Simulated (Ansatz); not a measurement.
## Tetragonal PbO bilayer (AA) in a perpendicular field

Aim: how the tetragonal PbO bilayer (AA) screens a field along its normal, and what the field does to its bands. A positive field points along +c.

Program: Ansatz 0.2.0. Level of theory: plane-wave DFT, PBE-D3(BJ), Ansatz PAW, in the first sound run; inputs show where later runs differ. Values are calculated unless marked as measured.

This is a report of a sequence of runs, with the program logs left out and the cost of each run kept.

## Step 1: Set-up

The cell holds 8 atoms: 4 Pb and 4 O. Cell: a = 4.050 Å, b = 4.050 Å, c = 42.628 Å, α = 90.0°, β = 90.0°, γ = 90.0°. Regions: layer 1: tetragonal PbO, 4 atoms (2 Pb and 2 O); layer 2: tetragonal PbO, 4 atoms (2 Pb and 2 O). Vacuum lies along c.

## Step 2: Relaxing the slab

The starting cell is a guess, so the in-plane lattice and the atoms are relaxed first, with the slab cut off from its images along the normal.

The input, input.yaml:

```yaml
crystal:
  lattice:
    - [4.05, 0.0, 0.0]
    - [0.0, 4.05, 0.0]
    - [0.0, 0.0, 42.628427127]
  atoms:
    - { symbol: Pb, position: [0.5, 0.0, 0.4316368499] }
    - { symbol: O, position: [0.0, 0.0, 0.4482245316] }
    - { symbol: O, position: [0.5, 0.5, 0.4482245316] }
    - { symbol: Pb, position: [0.0, 0.5, 0.4648122133] }
    - { symbol: Pb, position: [0.5, 0.0, 0.5351877867] }
    - { symbol: O, position: [0.0, 0.0, 0.5517754684] }
    - { symbol: O, position: [0.5, 0.5, 0.5517754684] }
    - { symbol: Pb, position: [0.0, 0.5, 0.5683631501] }
  periodic: [true, true, false]
kpoints:
  mp_grid: { grid: [8, 8, 1] }
hamiltonian:
  xc: pbe
  dispersion: d3bj
scf:
  occupations: { method: fermi_dirac, width: 0.05 }
  convergence: { dr2_threshold: 1.0e-09 }
relax:
  f_tol: 0.004
  max_steps: 90
  cell: {}
output:
  write_potential: true
  write_density: true
  volumetric_format: npy
```

Launch:

```bash
$ ansatz run input.yaml --threads 4 --pin off --max-ram 6144MiB --backend cpu --events-out ev --progress --plain --runs-dir out
```

Run time: 80 s. Hardware: 4 threads of Intel Xeon 6975P-C (Granite Rapids), shared host; peak memory 1.5 GiB; 5 min of CPU time.

Step by step:

| step | energy less that of the first step (eV) | largest force component (eV/Å) | volume (Å³) |
| --- | --- | --- | --- |
| 1 | 0.0000 | 6.6076 | 699.21 |
| 2 | -4.6946 | 3.5416 | 719.91 |
| 3 | -6.3906 | 1.0875 | 716.91 |
| 4 | -6.6006 | 0.1679 | 705.81 |
| 5 | -6.6400 | 0.0622 | 705.97 |
| 6 | -6.6542 | 0.0650 | 698.21 |
| 7 | -6.6623 | 0.0322 | 690.21 |
| 8 | -6.6626 | 0.0015 | 689.71 |
| 9* | -6.6588 | 0.0014 | 689.71 |

Relaxation steps marked * repeat the geometry before them on a plane-wave basis chosen anew for their cell, so energy and pressure can jump there.

Forces are held to the 16 operations that the program found; a distortion that breaks them can't arise in this run.

| cell as run | before | after | change |
| --- | --- | --- | --- |
| a (Å) | 4.050 | 4.022 | -0.7 % |
| b (Å) | 4.050 | 4.022 | -0.7 % |

The atoms that moved most (Å, along periodic axes as changes of fractional coordinates times the final cell, across vacuum about the mean position):

| atom | dx | dy | dz | length |
| --- | --- | --- | --- | --- |
| Pb8 | 0.000 | 0.000 | 0.822 | 0.822 |
| Pb1 | 0.000 | 0.000 | -0.822 | 0.822 |
| O3 | 0.000 | 0.000 | -0.331 | 0.331 |
| O2 | 0.000 | 0.000 | -0.331 | 0.331 |
| O7 | 0.000 | 0.000 | 0.331 | 0.331 |
| O6 | 0.000 | 0.000 | 0.331 | 0.331 |
| Pb4 | 0.000 | 0.000 | 0.159 | 0.159 |
| Pb5 | 0.000 | 0.000 | -0.159 | 0.159 |

This step gave:

```
gap on the k-mesh : 2.009 eV
```

The lattice constant a goes from 4.050 to 4.022 Å.

## Step 3: Atoms held, field 0

A sawtooth potential applies the field, turning back in the middle of the vacuum. With the dipole correction the typed value is the field outside the slab. The induced dipole is small, so the SCF threshold is tight.

The cell differs from the one that the last finished run ended in (c 42.628 → 25.473 Å).

The input, input.yaml:

```yaml
crystal:
  lattice:
    - [4.0223715926, 0.0, 0.0]
    - [0.0, 4.0223715926, 0.0]
    - [0.0, 0.0, 25.4732397143]
  atoms:
    - { symbol: Pb, position: [0.5, 0.0, 0.3533119501] }
    - { symbol: O, position: [0.0, 0.0, 0.4003534737] }
    - { symbol: O, position: [0.5, 0.5, 0.4003534737] }
    - { symbol: Pb, position: [0.0, 0.5, 0.4473746525] }
    - { symbol: Pb, position: [0.5, 0.0, 0.5526253475] }
    - { symbol: O, position: [0.0, 0.0, 0.5996465263] }
    - { symbol: O, position: [0.5, 0.5, 0.5996465263] }
    - { symbol: Pb, position: [0.0, 0.5, 0.6466880499] }
kpoints:
  mp_grid: { grid: [12, 12, 1] }
  band_path:
    path: [[0, 0, 0], [0.5, 0, 0], [0.5, 0.5, 0], [0, 0, 0]]
    npoints: 16
hamiltonian:
  xc: pbe
  dispersion: d3bj
scf:
  occupations: { method: fermi_dirac, width: 0.05 }
  convergence: { dr2_threshold: 1.0e-10 }
efield:
  axis: 3
  dipole_correction: true
  ramp_position: 0.97
  ramp_width: 0.06
  amplitude: 0
output:
  dos: { projected: true, e_range: [-6, 5] }
  bader: true
  write_potential: true
  write_density: true
  volumetric_format: npy
  elf: true
```

Elapsed: 35 s, on 4 threads; peak memory 1.2 GiB; 2.3 min of CPU time.

This step gave:

```
gap on the k-mesh                  : 2.011 eV
dipole along the normal            : 2.06e-6 e·Å
gap along the path                 : 2.009 eV
smallest direct gap along the path : 2.255 eV
ionisation energy, upper face      : 4.272 eV
electron affinity, upper face      : 2.263 eV
gap, the smaller of path and mesh  : 2.009 eV
```

Running mean over a fixed 2.7 Å (it still follows the layers) of the planar mean; the ramp of the sawtooth is left out. The electron's electrostatic potential energy less the Fermi level by z:

z (Å), electron's electrostatic potential energy less the Fermi level (eV) and a bar from the least value:
```
      3.0       3.22 ##############################
      3.5       3.22 ##############################
      4.0       3.22 ##############################
      4.5       3.22 ##############################
      5.0       3.21 ##############################
      5.5       3.20 ##############################
      6.0       3.14 ##############################
      6.5       2.96 #############################
      7.0       2.23 ###########################
      7.5       0.63 ######################
      8.0      -1.13 ################
      8.5      -2.74 ###########
      9.0      -4.40 #####
      9.5      -5.66 #
     10.0      -6.01 
     10.5      -5.98 
     11.0      -5.47 ##
     11.5      -4.18 ######
     12.0      -3.07 ##########
     12.5      -2.95 ##########
     13.0      -2.94 ##########
     13.5      -3.10 #########
     14.0      -4.26 ######
     14.5      -5.52 ##
     15.0      -5.99 
     15.5      -6.00 
     16.0      -5.62 #
     16.5      -4.32 ######
     17.0      -2.65 ###########
     17.5      -1.04 ################
     18.0       0.72 ######################
     18.5       2.30 ###########################
     19.0       2.97 #############################
     19.5       3.15 ##############################
     20.0       3.20 ##############################
     20.5       3.21 ##############################
     21.0       3.22 ##############################
     21.5       3.22 ##############################
     22.0       3.22 ##############################
     22.5       3.22 ##############################
```

The density of states has structure finer than the step of the table below, so its rows give means over 0.25 eV. Peaks (eV: height): -4.260: 10.0, -2.580: 13.8, -2.470: 12.5, -2.170: 16.2, -1.840: 11.1, 1.880: 13.9, 2.300: 12.7.

The density of states by energy, zero at the Fermi level of the run, which the smearing sets inside the gap; means over each step:

| energy (eV) | density of states (states/eV a cell) |
| --- | --- |
| -5.75 | 0.0454 |
| -5.50 | 0 |
| -5.25 | 1.36 |
| -5.00 | 4.57 |
| -4.75 | 6.28 |
| -4.50 | 5.64 |
| -4.25 | 5.65 |
| -4.00 | 5.70 |
| -3.75 | 3.25 |
| -3.50 | 4.05 |
| -3.25 | 5.25 |
| -3.00 | 7.49 |
| -2.75 | 7.35 |
| -2.50 | 8.99 |
| -2.25 | 9.01 |
| -2.00 | 9.18 |
| -1.75 | 5.91 |
| -1.50 | 3.52 |
| -1.25 | 1.41 |
| -1.00 | 0.822 |
| -0.75 | 0 |
| -0.50 | 0 |
| -0.25 | 0 |
| 0.00 | 0 |
| 0.25 | 0 |
| 0.50 | 0 |
| 0.75 | 0 |
| 1.00 | 0.339 |
| 1.25 | 1.15 |
| 1.50 | 1.97 |
| 1.75 | 3.94 |
| 2.00 | 7.32 |
| 2.25 | 8.37 |
| 2.50 | 5.40 |
| 2.75 | 2.49 |

Projected DOS per atom over height of the atomic layer and energy from the Fermi level. Layers: Pb O2 Pb Pb O2 Pb from below.

Ten even steps from '_' (0.00 states/eV) to '@' (1.90 states/eV), each cell a mean:
```
..__::::__..
##::++++::##
**..++++..**
::__::::__::
____....____
____________
____________
____________
____________
____________
__........__
::++::::++::
--@@::::@@--
--##::::##--
::##::::##::
..++....++..
__--____--__
..++....++..
..++::::++..
..==::::==..
____________
____________
```
Columns: height of the atomic layer (Å) from 9 to 16.5 (not evenly spaced); rows upwards: energy from the Fermi level (eV) from -5.96 to 2.95.

The electronic bands at the labelled points (eV, zero at the Fermi level of the run, which the smearing sets inside the gap):

| point | band 37 | band 38 | band 39 | band 40 | band 41 | band 42 | band 43 | band 44 |
| --- | --- | --- | --- | --- | --- | --- | --- | --- |
| Γ | -2.37 | -2.37 | -1.50 | -1.07 | 1.19 | 1.19 | 1.32 | 3.14 |
| halfway | -2.58 | -2.26 | -1.53 | -1.18 | 1.89 | 2.14 | 2.17 | 2.44 |
| X | -2.18 | -2.18 | -1.86 | -1.86 | 2.03 | 2.03 | 2.36 | 2.36 |
| halfway | -2.20 | -2.20 | -2.15 | -2.15 | 1.82 | 1.82 | 2.31 | 2.31 |
| M | -1.76 | -1.76 | -1.76 | -1.76 | 0.96 | 0.96 | 2.43 | 2.43 |
| halfway | -1.98 | -1.98 | -1.70 | -1.46 | 1.89 | 2.33 | 2.52 | 2.81 |
| Γ | -2.37 | -2.37 | -1.50 | -1.07 | 1.19 | 1.19 | 1.32 | 3.14 |

ELF in the ca plane at fractional y = 0.000, with atoms of Pb and O within 0.2 Å of it. It is the smooth field of the valence electrons, not physical close to the nuclei.

Ten even steps from '0' (0.00) to '9' (0.81), each cell a mean:
```
00000000000000000011269889720000002698797300
00000000000000134543237998510002332379985200
00000000000013578765432454200025554324542000
00000000000136898764333211000156643332110000
00000000000147998652003310000366520033100000
00000000000257998641003310000376510034100000
00000000000147898653124310000266531233100000
00000000000024788765433232100146654332321000
00000000000001356654324787410013543247874100
00000000000000011221249999720001111499997200
00000000000000000000279669830000002796598300
```
Columns run along c (16.0 Å, from fractional 0.06 to 0.69 of the cell), rows up along a (4.0 Å). Atoms in or near the plane, at fractional coordinates: Pb at (0.35, 0.50), O at (0.40, 0.00), Pb at (0.55, 0.50), O at (0.60, 0.00).

Electrostatic potential energy in the ca plane at fractional y = 0.000, with atoms of Pb and O within 0.2 Å of it. With pseudopotentials it is smooth inside the atoms' cores, unlike the true potential.

Ten even steps from '0' (-41 eV) to '9' (5 eV), each cell a mean:
```
99999999999999999999995004999999999950049999
99999999999999999999898668999999998986689999
99999999999999999986557899999999865578999999
99999999999999999851003799999998510027999999
99999999999999999820210589999998202105899999
99999999999999999721320489999997213204899999
99999999999999999830101699999998401016999999
99999999999999999974225899999999732258999999
99999999999999999998788889999999987888899999
99999999999999999999997226999999999972269999
99999999999999999999993003999999999940039999
```
Columns run along c (16.0 Å, from fractional 0.06 to 0.69 of the cell; values clipped at the 3rd and 97th percentile), rows up along a (4.0 Å). Atoms in or near the plane, at fractional coordinates: Pb at (0.35, 0.50), O at (0.40, 0.00), Pb at (0.55, 0.50), O at (0.60, 0.00).

Valence density in the ca plane at fractional y = 0.000, with atoms of Pb and O within 0.2 Å of it. It is the smooth field of the valence electrons, not physical close to the nuclei.

Ten steps, logarithmic in the rise over the least value, from '0' (0.0 e/Å³) to '9' (8.7 e/Å³), each cell a mean:
```
00000000000000000001136887410000011368864100
00000000000000000012234664210001122346642100
00000000000000000124444332100011244443321000
00000000000000001246775321000012467753210000
00000000000000001368997420000013589974200000
00000000000000001368997420000013689974200000
00000000000000001357886321000013578864210000
00000000000000001235654321100012356543211000
00000000000000000122334443210001223344432100
00000000000000000011235776310000112357763100
00000000000000000000137997420000001379974210
```
Columns run along c (16.0 Å, from fractional 0.06 to 0.69 of the cell), rows up along a (4.0 Å). Atoms in or near the plane, at fractional coordinates: Pb at (0.35, 0.50), O at (0.40, 0.00), Pb at (0.55, 0.50), O at (0.60, 0.00).

The gap is 2.01 eV, with the valence edge 4.27 eV and the conduction edge 2.26 eV under the upper vacuum level. Spin-orbit coupling, left out in this run, matters for the bands of elements this heavy.

## Step 4: Atoms held, field 0.03 V/Å

input.yaml: that of step 3 with these lines changed.

```diff
@@ -30,6 +30,4 @@
   ramp_width: 0.06
-  amplitude: 0
+  amplitude: 0.03
 output:
-  dos: { projected: true, e_range: [-6, 5] }
-  bader: true
   write_potential: true
@@ -37,2 +35 @@
   volumetric_format: npy
-  elf: true
```

Wall time 27 s (4 threads); peak memory 1.1 GiB.

The dipole is 0.0244 e·Å, and the gap 2.009 eV.

## Step 5: Single point, field -0.03 V/Å

input.yaml: that of step 4 with these lines changed.

```diff
@@ -30,3 +30,3 @@
   ramp_width: 0.06
-  amplitude: 0.03
+  amplitude: -0.03
 output:
```

Wall time 30 s (4 threads); peak memory 1.1 GiB; 1.9 min of CPU time.

The dipole is -0.0244 e·Å, and the gap 2.009 eV.

## Step 6: Single point, field 0.15 V/Å

input.yaml: that of step 5 with these lines changed.

```diff
@@ -30,3 +30,3 @@
   ramp_width: 0.06
-  amplitude: -0.03
+  amplitude: 0.15
 output:
```

It took 28 s on 4 threads; peak memory 1.1 GiB; 1.7 min of CPU time.

The dipole is 0.122 e·Å, and the gap 1.999 eV.

## Step 7: Atoms held, field 0.25 V/Å

input.yaml: that of step 6 with these lines changed.

```diff
@@ -30,3 +30,3 @@
   ramp_width: 0.06
-  amplitude: 0.15
+  amplitude: 0.25
 output:
```

It took 26 s on 4 threads; peak memory 1.1 GiB.

The dipole is 0.204 e·Å, and the gap 1.951 eV.

## Step 8: Single point, field -0.25 V/Å

input.yaml: that of step 7 with these lines changed.

```diff
@@ -30,4 +30,6 @@
   ramp_width: 0.06
-  amplitude: 0.25
+  amplitude: -0.25
 output:
+  dos: { projected: true, e_range: [-6, 5] }
+  bader: true
   write_potential: true
@@ -35 +37,2 @@
   volumetric_format: npy
+  elf: true
```

The job ended after 44 s (4 threads; peak memory 1.2 GiB; 2.8 min of CPU time).

The dipole is -0.204 e·Å, and the gap 1.951 eV.

## Step 9: Response, atoms held

This step: plane-wave DFT, PBE-D3(BJ), Ansatz PAW; response to a field along the normal, atoms held (Ansatz 0.2.0).

The dipoles give the slope, and the difference of two potentials shows where the field is screened.

This step gave:

```
equivalent conductor thickness p/(ε₀AE) : 9.104 Å
distance between the outer atoms        : 7.473 Å
```

Table of dipole of the cell by applied field:

| applied field (V/Å) | dipole of the cell (e·Å) |
| --- | --- |
| -0.250 | -0.204 |
| -0.030 | -0.0244 |
| 0.000 | 2.1e-6 |
| 0.030 | 0.0244 |
| 0.150 | 0.122 |
| 0.250 | 0.204 |

Local field over the applied field, running mean. From the potentials at -0.03 and 0.03 V/Å; running mean over 2.5 Å. The local field over applied field by z:

| z (Å) | local field over applied field |
| --- | --- |
| 4.5 | 0.994 |
| 5.0 | 0.986 |
| 5.5 | 0.966 |
| 6.0 | 0.922 |
| 6.5 | 0.839 |
| 7.0 | 0.710 |
| 7.5 | 0.560 |
| 8.0 | 0.409 |
| 8.5 | 0.270 |
| 9.0 | 0.173 |
| 9.5 | 0.124 |
| 10.0 | 0.106 |
| 10.5 | 0.113 |
| 11.0 | 0.139 |
| 11.5 | 0.166 |
| 12.0 | 0.191 |
| 12.5 | 0.210 |
| 13.0 | 0.210 |
| 13.5 | 0.190 |
| 14.0 | 0.164 |
| 14.5 | 0.137 |
| 15.0 | 0.112 |
| 15.5 | 0.106 |
| 16.0 | 0.126 |
| 16.5 | 0.177 |
| 17.0 | 0.276 |
| 17.5 | 0.417 |
| 18.0 | 0.568 |
| 18.5 | 0.718 |
| 19.0 | 0.845 |
| 19.5 | 0.926 |
| 20.0 | 0.967 |
| 20.5 | 0.986 |
| 21.0 | 0.995 |

The induced electron density oscillates, so the rows of the table below give means over 0.5 Å (shorter at the two ends). Its distinct maxima (Å: e/Å³ per V/Å): 7.64: 0.00289, 10.47: 5.5e-4, 14.15: 8.9e-4, 15.43: 7.6e-4. Distinct minima: 10.05: -7.6e-4, 11.32: -8.9e-4, 15.00: -5.5e-4, 17.83: -0.00289.

Electrons, planar mean, per unit field. The induced electron density by z; means over each step:

| z (Å) | induced electron density (e/Å³ per V/Å) |
| --- | --- |
| 4.5 | 2.9e-5 |
| 5.0 | 7.2e-5 |
| 5.5 | 1.8e-4 |
| 6.0 | 4.1e-4 |
| 6.5 | 9.1e-4 |
| 7.0 | 0.00177 |
| 7.5 | 0.00268 |
| 8.0 | 0.00226 |
| 8.5 | 7.1e-4 |
| 9.0 | 8.3e-4 |
| 9.5 | 4.0e-4 |
| 10.0 | -4.2e-4 |
| 10.5 | 2.2e-4 |
| 11.0 | -6.7e-4 |
| 11.5 | -6.6e-4 |
| 12.0 | -6.7e-5 |
| 12.5 | -1.6e-4 |
| 13.0 | 1.7e-4 |
| 13.5 | 7.7e-5 |
| 14.0 | 6.9e-4 |
| 14.5 | 6.4e-4 |
| 15.0 | -2.4e-4 |
| 15.5 | 4.2e-4 |
| 16.0 | -4.3e-4 |
| 16.5 | -8.3e-4 |
| 17.0 | -7.4e-4 |
| 17.5 | -0.00235 |
| 18.0 | -0.00266 |
| 18.5 | -0.00171 |
| 19.0 | -8.8e-4 |
| 19.5 | -3.9e-4 |
| 20.0 | -1.7e-4 |
| 20.5 | -6.9e-5 |
| 21.0 | -2.7e-5 |

The smaller of the gaps on the path and on the k-mesh, counted as 0 under 0.03 eV. Gap against applied field:

| applied field (V/Å) | gap (eV) |
| --- | --- |
| -0.250 | 1.95 |
| -0.030 | 2.01 |
| 0.000 | 2.01 |
| 0.030 | 2.01 |
| 0.150 | 2.00 |
| 0.250 | 1.95 |

By hand: between -0.03 and 0.03 V/Å the dipole changes by 0.04884 e·Å, a slope of 0.8140 e·Å²/V. A perfect conductor of thickness t has p = ε₀AEt, so t = 180.95 × 0.8140 / 16.179 = 9.10 Å (e/ε₀ = 180.95 V·Å, A in Å²).

The induced dipole is that of a conductor 9.10 Å thick.

## Step 10: Same geometry, cutoff 420 eV, functional LDA

This step: plane-wave DFT, LDA, Ansatz PAW (Ansatz 0.2.0).

The geometry is kept and the functional is LDA; other changes against the main runs: SCF threshold 1.0e-10 → 1.0e-09 eV, k-mesh 12×12×1 → 6×6×1 and no dispersion term, which doesn't act on the electrons.

input.yaml: that of step 8 with these lines changed.

```diff
@@ -15,12 +15,8 @@
 kpoints:
-  mp_grid: { grid: [12, 12, 1] }
-  band_path:
-    path: [[0, 0, 0], [0.5, 0, 0], [0.5, 0.5, 0], [0, 0, 0]]
-    npoints: 16
+  mp_grid: { grid: [6, 6, 1] }
 hamiltonian:
-  xc: pbe
-  dispersion: d3bj
+  xc: lda
 scf:
   occupations: { method: fermi_dirac, width: 0.05 }
-  convergence: { dr2_threshold: 1.0e-10 }
+  convergence: { dr2_threshold: 1.0e-09 }
 efield:
@@ -30,6 +26,4 @@
   ramp_width: 0.06
-  amplitude: -0.25
+  amplitude: 0.1
 output:
-  dos: { projected: true, e_range: [-6, 5] }
-  bader: true
   write_potential: true
@@ -37,2 +31 @@
   volumetric_format: npy
-  elf: true
```

The job ended after 5.9 s (4 threads; peak memory 0.82 GiB; 21 s of CPU time).

Read from the output:

```yaml
dipole_along_the_normal: 0.08085 e·Å
```

The dipole is 0.0808 e·Å.

## Step 11: Same geometry, cutoff 420 eV, functional LDA (run 2)

The same run in the opposite field.

input.yaml: that of step 10 with these lines changed.

```diff
@@ -26,3 +26,3 @@
   ramp_width: 0.06
-  amplitude: 0.1
+  amplitude: -0.1
 output:
```

The job ended after 5.5 s (4 threads; peak memory 0.81 GiB; 20 s of CPU time).

The dipole is -0.0808 e·Å.

## Step 12: Response at this level

This step: plane-wave DFT, LDA, Ansatz PAW; response to a field along the normal, atoms held (Ansatz 0.2.0).

The two signs of the field give the slope at this level.

Numbers from this step:

```yaml
equivalent_conductor_thickness_p_eps_0ae: 9.042 Å
```

The induced dipole is that of a conductor 9.04 Å thick.

## Step 13: Same geometry, cutoff 420 eV, functional PBE

This step: plane-wave DFT, PBE, Ansatz PAW (Ansatz 0.2.0).

The geometry is kept and the functional is PBE; other changes against the main runs: SCF threshold 1.0e-10 → 1.0e-09 eV, k-mesh 12×12×1 → 6×6×1 and no dispersion term, which doesn't act on the electrons.

input.yaml: that of step 11 with these lines changed.

```diff
@@ -17,3 +17,3 @@
 hamiltonian:
-  xc: lda
+  xc: pbe
 scf:
@@ -26,3 +26,3 @@
   ramp_width: 0.06
-  amplitude: -0.1
+  amplitude: 0.1
 output:
```

Run time: 5.2 s. Hardware: 4 threads; peak memory 0.83 GiB; 19 s of CPU time.

The dipole is 0.0814 e·Å.

[end of part 1 of 2]

[Long decimals in the printed logs are rounded to 6 places.]

[Logs are printed without paths, hosts, clocks, repeated set-up lines and the standing remarks that a program may print on its own settings, such as how far it seeks lower states.]

[Hosts, paths, dates, database ids (printed as entryN), source tags and the programs' standing remarks are cut or masked in the printed files.]

[Maps of the electrostatic potential energy from Ansatz leave out the sawtooth potential of an applied field or a dipole correction, so their vacuum need not be flat; planar profiles and work functions include it.]
